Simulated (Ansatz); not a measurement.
G0W0 rungs for CsPbBr3 (Pm-3m).

It takes space group Pm-3m (No. 221, cubic). Conventional cell: a = 5.870 Å, b = 5.870 Å, c = 5.870 Å, α = 90.00°, β = 90.00°, γ = 90.00°. Nearest to Cs lie 12 Br at 4.15 Å. Pb has 6 Br at 2.94 Å nearest. Nearest to Br lie 2 Pb at 2.94 Å and 4 Cs at 4.15 Å. Farther neighbours and most contacts between anions are not listed.

```
Cs Pb Br
1.0
     5.87000    0.00000    0.00000
     0.00000    5.87000    0.00000
     0.00000    0.00000    5.87000
Cs Pb Br
1 1 3
Direct
  0.00000 0.00000 0.00000
  0.50000 0.50000 0.50000
  0.00000 0.50000 0.50000
  0.50000 0.00000 0.50000
  0.50000 0.50000 0.00000
```

The cell and positions come from the Crystallography Open Database and are kept as given unless a step says otherwise. Spin-orbit coupling is left out unless a run names it.

Runs so far (Ansatz 0.2.0, start PBE, hard PAW files, 4×4×4 mesh). Times are wall times on 1 × NVIDIA H100 80GB HBM3 (shared by 3 runs) with 4 threads of AMD EPYC 7R13 (Zen 3), shared host, good to a factor of about two.

| bands summed | cutoff (eV) | gap on the mesh (eV) | time |
| --- | --- | --- | --- |
| 500 | 100 | 2.431 | 19 s |
| 970 | 160 | 2.563 | 34 s |
| 1643 | 230 | 2.644 | 74 s |

Q: What should the next rung give, with 2670 bands and screening to 320 eV, and where is the limit?

The error falls about as one over the bands when the cutoff rises with them. A line through the two highest rungs given predicts 2.689 eV; the run gave 2.687 eV, close to it. The two highest rungs put the limit near 2.755 eV, the pair below near 2.761 eV; their difference is a rough measure of what is unsettled in bands and cutoff; the mesh is a separate error.

Gaps are over the mesh's points; an edge off the mesh would be missed. Limits: not at the basis limit; no spin-orbit coupling.

[Paths, hosts, dates, memory and timing lines, banners, echoed tables and standing remarks are left out of the program output.]

[Logs are printed without paths, hosts, clocks, repeated set-up lines and the standing remarks that a program may print on its own settings, such as how far it seeks lower states.]

[Runs of the session that timed out or met a known fault of the program may be left out.]

[Cells called generated may have been cut or substituted from an entry of the Crystallography Open Database or the Materials Project.]

[Hosts, paths, dates, database ids (printed as entryN), source tags and the programs' standing remarks are cut or masked in the printed files.]
